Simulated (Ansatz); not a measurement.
# How thick a slab does the work function of Na need?

Slabs of Na from 1 to 13 layers are run on 3 faces. From which thickness on does the work function stay within 0.05 eV of the thickest slab's, and does that depend on the face?

How it was computed: Ansatz 0.2.0, plane waves with PAW datasets (its set soft_2), PBE; symmetric slabs at bulk places and the tabulated experimental lattice constant, 18 Å of vacuum, one k-mesh a face (spacing 0.16 Å⁻¹, 2π included), Fermi-Dirac smearing of 0.1 eV.

What came out:

```
layers  Na(100) (eV)  Na(110) (eV)  Na(111) (eV)
     1         2.911         2.875         2.848
     2         2.652         2.928         2.679
     3         2.599         2.917         2.522
     4         2.717         2.889         2.741
     5         2.605         2.847         2.612
     6         2.675         2.831         2.585
     7         2.665         2.836             -
     8         2.645         2.833         2.559
    10         2.658         2.851         2.643
    11             -             -         2.582
    13         2.652         2.845         2.625
```

What this shows: Within 0.05 eV of the 13-layer value: Na(100) from 5 layers on, Na(110) from 4 layers on and Na(111) from 10 layers on. In length between the outer atoms these thicknesses are 8.5 Å, 9.0 Å and 11.0 Å. From four layers on the values span 0.058 to 0.181 eV, most on Na(111). Thirteen layers cost about 6 to 9 times the CPU time of four.

Caveats: The 13-layer slab is the reference and is itself not proved converged. Thicknesses missing from the table have no sound run at this vacuum, and where values alternate they could fall outside the band. The smearing damps swings with thickness. The slabs are unrelaxed and unreconstructed, and the CPU ratio is rough.

[Logs are printed without paths, hosts, clocks, repeated set-up lines and the standing remarks that a program may print on its own settings, such as how far it seeks lower states.]
